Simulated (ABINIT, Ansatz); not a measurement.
Planning a run of Ansatz 0.2.0 on CuI (Marshite). The input:

```yaml
crystal:
  lattice:
    - [0.0, 3.0315, 3.0315]
    - [3.0315, 0.0, 3.0315]
    - [3.0315, 3.0315, 0.0]
  atoms:
    - { symbol: Cu, position: [0.25, 0.25, 0.25] }
    - { symbol: I, position: [0.0, 0.0, 0.0] }
kpoints:
  mp_grid: { grid: [6, 6, 6] }
hamiltonian:
  xc: pbe
  pseudopotentials: { kind: paw, azcp: { folder: soft_1 } }
scf:
  occupations: { method: fixed }
dielectric: {}
```

The database entry behind the starting cell differs from later determinations by our own check (about 0.15 % long (mineral sample)), so it need not match the best structure at ambient conditions.

```sh
ansatz run input.yaml --threads 8 --pin off --max-ram 14745MiB --backend cpu --events-out ev --progress --plain --runs-dir out
```

**Question.** How long will it take on 8 threads of Arm Neoverse V1, shared host, and how much memory?

It took 23 s; on shared hardware allow 12 s to 47 s. Peak host memory was 0.55 GiB.

[Paths, hosts, dates, memory and timing lines, banners, echoed tables and standing remarks are left out of the program output.]

[Logs are printed without paths, hosts, clocks, repeated set-up lines and the standing remarks that a program may print on its own settings, such as how far it seeks lower states.]

[Runs of the session that timed out or met a known fault of the program may be left out.]

[Hosts, paths, dates, database ids (printed as entryN), source tags and the programs' standing remarks are cut or masked in the printed files.]

[G0W0 gaps are taken among the corrected bands and points alone; a level outside them can change the order at an edge.]

[Where Ansatz stands beside ABINIT at settings called matched, ABINIT's density can come from a denser mesh and the files from another edition; pairs whose starting gaps differed by over 0.03 eV were left out, so agreement reads better than it is.]
